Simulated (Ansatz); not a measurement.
# Moving the knobs of a GW run on InSe (P-6m2)

Aim: change settings of a G0W0 run on InSe (P-6m2) and see what moves.

Calculated with Ansatz 0.2.0; G0W0 on LDA, plane waves, PAW.

**1. Set-up**

The structure is hexagonal, space group P-6m2 (No. 187). The conventional cell has a = 3.975 Å, b = 3.975 Å, c = 16.264 Å, α = 90.00°, β = 90.00°, γ = 120.00°. Nearest to In lie 3 Se at 2.62 Å and 1 In at 2.74 Å. Se has 3 In at 2.62 Å nearest. Nearest to Se lie 3 In at 2.62 Å. Farther neighbours and most contacts between anions are not listed.

The structure was relaxed with LDA. The runs that relaxed it are not among those shown. The default PAW set here is soft_2. Its files were made with PBE.

**2. The base run: 6×6×2 mesh, 389 empty bands, screening to 84 eV**

G0W0 replaces the xc potential by the self-energy, built once from these orbitals. Only a window of levels is corrected, while the sums run over the empty bands that the input names.

input.yaml

```yaml
crystal:
  lattice:
    - [3.9748709455, 0.0, 0.0]
    - [-1.9874354728, 3.4423392156, 0.0]
    - [0.0, 0.0, 16.2636494814]
  atoms:
    - { symbol: In, position: [0.0, 0.0, 0.5842950809] }
    - { symbol: In, position: [0.0, 0.0, 0.4157049191] }
    - { symbol: In, position: [0.3333333333, 0.6666666667, 0.9156997426] }
    - { symbol: In, position: [0.3333333333, 0.6666666667, 0.0843002574] }
    - { symbol: Se, position: [0.6666666667, 0.3333333333, 0.8378264049] }
    - { symbol: Se, position: [0.6666666667, 0.3333333333, 0.1621735951] }
    - { symbol: Se, position: [0.3333333333, 0.6666666667, 0.6621026916] }
    - { symbol: Se, position: [0.3333333333, 0.6666666667, 0.3378973084] }
kpoints:
  mp_grid: { grid: [6, 6, 2] }
hamiltonian:
  xc: lda
scf:
  occupations: { method: fixed }
gw:
  n_empty_bands: 389
  ecut_chi: 84
  qp_bands: [v2, c2]
  qp_kpoints: band_edges
  screening: { model: contour_deformation }
```

Run with:

```bash
ansatz run input.yaml --threads 3 --pin off --max-ram 92160MiB --backend cuda --events-out ev --progress --plain --runs-dir out --devices 1 --max-vram 13GiB
```

Numbers of over 12 decimals in the logs are rounded to 6 here.

Log:

```text
GPUs: using 1 of 1 available (devices: 1).
Engine: ansatz 0.2.0, x86_64-unknown-linux-gnu
Pseudopotentials: kind: paw
Pseudopotential: In, paw, valence charge 13, recommended cutoff 420 eV (normal), In.paw.azcp
Pseudopotential: Se, paw, valence charge 16, recommended cutoff 420 eV (normal), Se.paw.azcp
Functional definition: SPW92
  exchange = slater_x
  correlation = pw_c
device memory: the entry about to start is reckoned to put 4.3 GiB on a device that reports 57.6 GiB free (of which the cap on the GPU budget leaves the run 13.0 GiB)
GPU FFT provider: cuFFT
GPU libraries: cuBLAS 13.8.2, cuFFT 12.4.0, cuSOLVER 12.3.4
Crystal: 8 atoms, lattice volume = 222.533 Å³
Basis set: ecut = 420 eV, 4387 PW (Γ)
Bands: 70, of which v1, the nominal top of the filled ones, is band 58 counted from 1 (57 counted from 0)
Symmetry: 12 space group operations
Space group: P-6m2 (ITA 187), of the structure as read, at distance tolerance 6.1e-5 Å
k-points: 14 of 72 (time reversal used)
Non-local potential: In, projectors of the file, l = 0: 2, l = 1: 2, l = 2: 2, l = 3: 2
Non-local potential: Se, projectors of the file, l = 0: 2, l = 1: 2, l = 2: 3, l = 3: 1
PAW form: soft (Blöchl's): semilocal exchange-correlation on the pseudo side does not see the compensation charge
PAW frozen core: In, regenerated for the run's functional, and the local potential with it (the file was generated under x = pbe(κ = 0.804, μ = 0.219515), c = pbe(β = 0.066725))
PAW frozen core: Se, regenerated for the run's functional, and the local potential with it (the file was generated under x = pbe(κ = 0.804, μ = 0.219515), c = pbe(β = 0.066725))
PAW one-centre angular grid: In, 590 points (default); XC on 64 Gauss nodes
PAW one-centre angular grid: Se, 590 points (default); XC on 64 Gauss nodes
Initial density: superposition of atomic densities (neutral atoms: chi_scale 0, normalization atom), corrected by the library's trained network
Initial wavefunctions: pseudopotential atomic-orbital guess
GPU buffer pool allocated for 87480 grid points (all kernels)
GPU transforms: local potential and band sums: pruned to the plane-wave sphere, on 25×27×120
Functional: x = slater, c = lda
SCF iter   1: F=—  HF=-43365.519850 eV  |F-HF|=—  |Δ(HF+E_count)|=         —  Δρ=6.88e-3  dr2=1.11e-1  ethr=1.77e-3  ⟨swp⟩=5.0  Hψ=3313  notcnv=0  defer=135
preconditioner: auto → Resta (q_TF=auto, 2.448 Å⁻¹)  ε∞=3.4  [insulator: Δε(μ)=0.149 eV  Ē_g=13.932 eV  n_scr=66 (ndim 8)  ℏωp=21.7 eV  f_vac=0.064  ε∞_Penn≈3.4]
SCF iter   2: F=—  HF=-43365.491623 eV  |F-HF|=—  |Δ(HF+E_count)|=   2.82e-2  Δρ=2.86e-3  dr2=1.00e-2  ethr=9.59e-5  ⟨swp⟩=3.1  Hψ=1698  notcnv=0  defer=139
SCF iter   3: F=—  HF=-43365.489426 eV  |F-HF|=—  |Δ(HF+E_count)|=   2.20e-3  Δρ=9.15e-4  dr2=1.41e-3  ethr=8.63e-6  ⟨swp⟩=2.0  Hψ=1436  notcnv=0  defer=140
[...]
valence top: of the k-points left out ik 9 came nearest to being solved in a further pass, in band 57 (counted from 1, as in the quasiparticle table): it holds the edge there only if its correction is more favourable than any solved in that band by at least 0.864 eV; those differ by 0.197 eV
    conduction bottom: of the k-points left out ik 11 came nearest to being solved in a further pass, in band 59 (counted from 1, as in the quasiparticle table): it holds the edge there only if its correction is more favourable than any solved in that band by at least 0.943 eV; those differ by 0.474 eV
  `?` marks the rows in doubt; gw_qp.tsv's column doubts and the gw_qp event give each row's grounds
    ik  band        ε_KS         Σx   Σc(E_QP)       V_xc       Z   E_QP_lin       E_QP  E_QP is
     0    57      6.5011   -18.2137     1.8359   -16.2685  0.6278     6.3835     6.3919  root
     0    58      7.7156   -16.3679     1.0443   -15.2520  0.6357     7.6422     7.6440  root
     0    59      7.8869   -10.6780    -3.1661   -14.5339  0.6520     8.4155     8.5767  root ?
     0    60      9.4134   -10.9689    -3.5275   -15.1684  0.6366     9.9115    10.0854  root ?
     1    57      6.6103   -15.3292     0.8923   -14.4418  0.6282     6.6150     6.6152  root
     1    58      6.6580   -15.3560     0.9014   -14.4518  0.6296     6.6553     6.6552  root
     1    59      8.8028   -11.3698    -2.8771   -14.8958  0.6428     9.2231     9.4516  root ?
     1    60      8.9060   -11.4833    -2.8803   -15.0113  0.6411     9.3220     9.5537  root ?
     2    57      6.4411   -15.7173     1.5659   -14.0142  0.6262     6.2829     6.3039  root ?
     2    58      7.4406   -16.5910     1.2248   -15.2784  0.6334     7.3491     7.3530  root
     2    59      9.2184   -11.1696    -3.4390   -15.2994  0.6429     9.7537     9.9092  root ?
     2    60      9.7717   -11.2683    -3.7346   -15.7021  0.6344    10.3287    10.4709  root ?
     3    57      7.0470   -16.4567     1.3590   -14.9956  0.6309     6.9383     6.9449  root
     3    58      7.0623   -16.4822     1.3493   -15.0348  0.6311     6.9585     6.9642  root
     3    59      9.4480   -10.9821    -3.5226   -15.1903  0.6409     9.9747    10.1337  root ?
[...]
8    58      6.8272   -16.3336     1.4535   -14.7642  0.6296     6.7010     6.7114  root
     8    59      9.7523   -10.9357    -3.7958   -15.4393  0.6377    10.3196    10.4601  root ?
     8    60     10.0345    -7.8506    -3.5966   -12.0685  0.6443    10.3827    10.6557  root ?
    12    57      5.6278   -14.9844     1.5113   -13.2822  0.6298     5.4400     5.4368  root
    12    58      5.8650   -15.4470     1.5587   -13.7423  0.6295     5.6901     5.7190  root ?
    12    59      9.2730    -7.2341    -3.5277   -10.9953  0.6477     9.4984     9.5064  root
    12    60      9.2938    -7.2271    -3.5475   -11.0225  0.6491     9.5325     9.5418  root
    13    57      5.6484   -15.0796     1.5230   -13.3649  0.6299     5.4601     5.4566  root
    13    58      6.0677   -16.1555     1.6802   -14.3325  0.6277     5.8993     5.9249  root
    13    59      9.0641    -7.3957    -3.5447   -11.2195  0.6505     9.3303     9.3432  root ?
    13    60      9.4091    -7.5732    -3.5323   -11.3546  0.6466     9.6488     9.6581  root
[key lines of the parts left out:]
SCF converged after 8 iterations
Free energy (F): -43365.489245 eV
Fermi energy:    7.715558 eV
```

Elapsed: 50 s, on 1 × NVIDIA H100 80GB HBM3 (shared by 6 runs) with 3 threads of AMD EPYC 7R13 (Zen 3), shared host; peak memory 2.2 GiB; 81 s of CPU time.

Reading the cycles: dr2 is the Hartree energy of the density residual (eV), the measure of convergence; HF is the Harris–Foulkes estimate of the energy, which meets the free energy F at convergence.

Numbers from this step:

```yaml
bands_summed: 447
rpa_eps_infinity_on_this_mesh_eigenvalues: 9.283, 9.283, 304.9
plane_waves_in_the_screening_matrix: 355
q_points_in_the_mesh: 72
g0w0_gap_on_the_mesh: 0.9327 eV
k_of_the_valence_top: 0, 0, 0
k_of_the_conduction_bottom: 0, 0, 0
starting_gap_on_the_mesh: 0.1714 eV
z_at_the_valence_top: 0.6357
z_at_the_conduction_bottom: 0.6520
least_direct_g0w0_gap_on_the_computed_points: 0.9327 eV
```

The gap on the mesh goes from 0.17 eV to 0.93 eV, a correction of +0.76 eV. The program marks an edge row as in doubt. Between the two edge states, bare exchange in place of the xc potential would open the gap by 4.97 eV, and correlation takes back 4.21 eV.

**3. Variant: static remainder**

This step: G0W0 on LDA, plane waves, norm-conserving pseudopotentials.

input.yaml: that of step 2 with these lines changed.

```diff
@@ -18,2 +18,3 @@
   xc: lda
+  pseudopotentials: { kind: nc }
 scf:
@@ -21,4 +22,4 @@
 gw:
-  n_empty_bands: 389
-  ecut_chi: 84
+  n_empty_bands: 234
+  ecut_chi: 100
   qp_bands: [v2, c2]
@@ -26 +27,2 @@
   screening: { model: contour_deformation }
+  static_remainder: true
```

Log:

```text
Warning: gw takes pair_densities: pseudo, which can misplace gaps by tens of per cent, since gw.static_remainder lacks the terms of the atoms
GPUs: using 1 of 1 available (devices: 1).
[...]
GPU FFT provider: cuFFT
GPU libraries: cuBLAS 13.8.2, cuFFT 12.4.0, cuSOLVER 12.3.4
Crystal: 8 atoms, lattice volume = 222.533 Å³
Basis set: ecut = 1170.089609 eV, 20239 PW (Γ)
Bands: 70, of which v1, the nominal top of the filled ones, is band 58 counted from 1 (57 counted from 0)
[... 1 set-up line as in the run before ...]
[...]
k-points: 14 of 72 (time reversal used)
[...]
GPU buffer pool allocated for 388800 grid points (all kernels)
[...]
SCF iter   1: F=—  HF=-20411.495749 eV  |F-HF|=—  |Δ(HF+E_count)|=         —  Δρ=5.62e-2  dr2=3.75e1  ethr=3.10e-3  ⟨swp⟩=5.4  Hψ=3158  notcnv=0  defer=130
[...]
SCF iter   9: F=-20404.743843 eV  HF=-20404.743843 eV  |F-HF|=2.48e-8  |Δ(HF+E_count)|=   5.71e-7  Δρ=4.39e-6  dr2=5.72e-8  ethr=8.62e-11  ⟨swp⟩=17.4  Hψ=6292  notcnv=0
SCF 1 converged in 9 iterations: F = -20404.743843 eV  dr2 = 5.72e-8
[...]
NSCF: frozen V_eff on 14 k-points
[...]
G₀W₀ screening: q 1/14
[... further progress lines ...]
SCF converged after 9 iterations
Free energy (F): -20404.743843 eV
[...]
Internal energy: -20404.743843 eV  (E = F + TS)
E sigma→0 (E₀):  -20404.743843 eV
Fermi energy:    8.100083 eV
[...]
--- Band table (eV; the first three rows and the last of 14) ---
[...]
0    60      9.7973   -10.1570    -3.3609   -13.3843  0.6281     9.6740     9.6636  root
     1    57      6.9918   -14.5842     1.0587   -12.8302  0.6218     6.4916     6.2965  root ?
     1    58      7.0394   -14.6176     1.0768   -12.8394  0.6206     6.5299     6.3380  root ?
     1    59      9.1829   -10.5634    -2.7451   -13.0850  0.6337     8.9807     8.9593  root
     1    60      9.2865   -10.6898    -2.7465   -13.1966  0.6323     9.0701     9.0468  root
     2    57      6.8224   -15.1329     1.8035   -12.5032  0.6178     6.1865     5.9962  root ?
     2    58      7.8260   -15.9267     1.4995   -13.5461  0.6251     7.1509     6.9449  root ?
     2    59      9.6000   -10.2919    -3.2468   -13.3972  0.6341     9.4696     9.4584  root
     2    60     10.1537   -10.3911    -3.4858   -13.7268  0.6255    10.0157    10.0036  root
     3    57      7.4314   -15.7932     1.6191   -13.3212  0.6226     6.7731     6.5785  root ?
     3    58      7.4471   -15.8235     1.6116   -13.3614  0.6228     6.7894     6.5966  root ?
     3    59      9.8301   -10.1147    -3.3163   -13.2905  0.6319     9.7006     9.6895  root
     3    60      9.8384   -10.0368    -3.3278   -13.2303  0.6319     9.7144     9.7041  root
[...]
12    57      6.0095   -14.2794     1.8287   -11.6711  0.6207     5.3978     5.2299  root ?
    12    58      6.2476   -14.7787     1.8473   -12.1225  0.6206     5.6141     5.4386  root ?
    12    59      9.6528    -6.2951    -3.4073    -9.7508  0.6395     9.7014     9.7012  root
    12    60      9.6742    -6.2883    -3.4327    -9.7801  0.6406     9.7341     9.7333  root
    13    57      6.0301   -14.3689     1.8411   -11.7406  0.6208     5.4131     5.2428  root ?
    13    58      6.4525   -15.5741     1.9720   -12.7235  0.6191     5.7724     5.5740  root ?
    13    59      9.4440    -6.4078    -3.4308    -9.8995  0.6419     9.5058     9.5049  root
    13    60      9.7897    -6.6143    -3.4041   -10.0557  0.6384     9.8268     9.8270  root
```

Elapsed: 74 s, on 1 × NVIDIA H100 80GB HBM3 (shared by 6 runs) with 3 threads; peak memory 3.2 GiB; 1.8 min of CPU time.

Against the base:

```
              setting         base          variant
                files  default PAW  norm-conserving
          empty bands          389              234
screening cutoff (eV)           84              100
     static remainder            -             true
```

```
                                    quantity  variant   base
                    starting gap on the mesh    0.164  0.171
                        G0W0 gap on the mesh    0.993  0.933
least direct G0W0 gap on the computed points    0.993  0.933
                        Z at the valence top    0.627  0.636
                  Z at the conduction bottom    0.643  0.652
```

**4. Outcome**

```json
{
  "base": "0.93 eV, 50 s",
  "static remainder": "0.99 eV, 74 s"
}
```

In words: Static remainder: the gap moves by +0.06 eV (the plane-wave cutoff goes from 420 to 1170.09 eV); such settings are too crude to quote. The variant differs from the base in files, empty bands, screening cutoff and static remainder together, so the change can't be laid to one of them. This option needs pseudo pair densities, which the log warns can misplace gaps. All runs here use a coarse mesh and modest cutoffs; they test settings and are not final values. The 6×6×2 mesh is coarse for this cell (its supercell is 24 Å along the shortest edge). The RPA ε∞ on it, from the LDA start, is 9.28 and 304.94; such meshes misread the long-range screening, most where the gap is narrow. On this mesh the RPA ε∞ passes 90, more than nearly any semiconductor shows; a coarse mesh does this where one point with a narrow direct gap carries much weight. The screening is then too strong, and the G0W0 gap should not be taken as the material's. The many-body steps are scalar-relativistic: spin-orbit coupling is not in them. The program marks a band-edge row as in doubt, so the gap is less sure than its digits.

[Paths, hosts, dates, memory and timing lines, banners, echoed tables and standing remarks are left out of the program output.]

[Logs are printed without paths, hosts, clocks, repeated set-up lines and the standing remarks that a program may print on its own settings, such as how far it seeks lower states.]

[Runs of the session that timed out or met a known fault of the program may be left out.]

[Cells called generated may have been cut or substituted from an entry of the Crystallography Open Database or the Materials Project.]

[Hosts, paths, dates, database ids (printed as entryN), source tags and the programs' standing remarks are cut or masked in the printed files.]
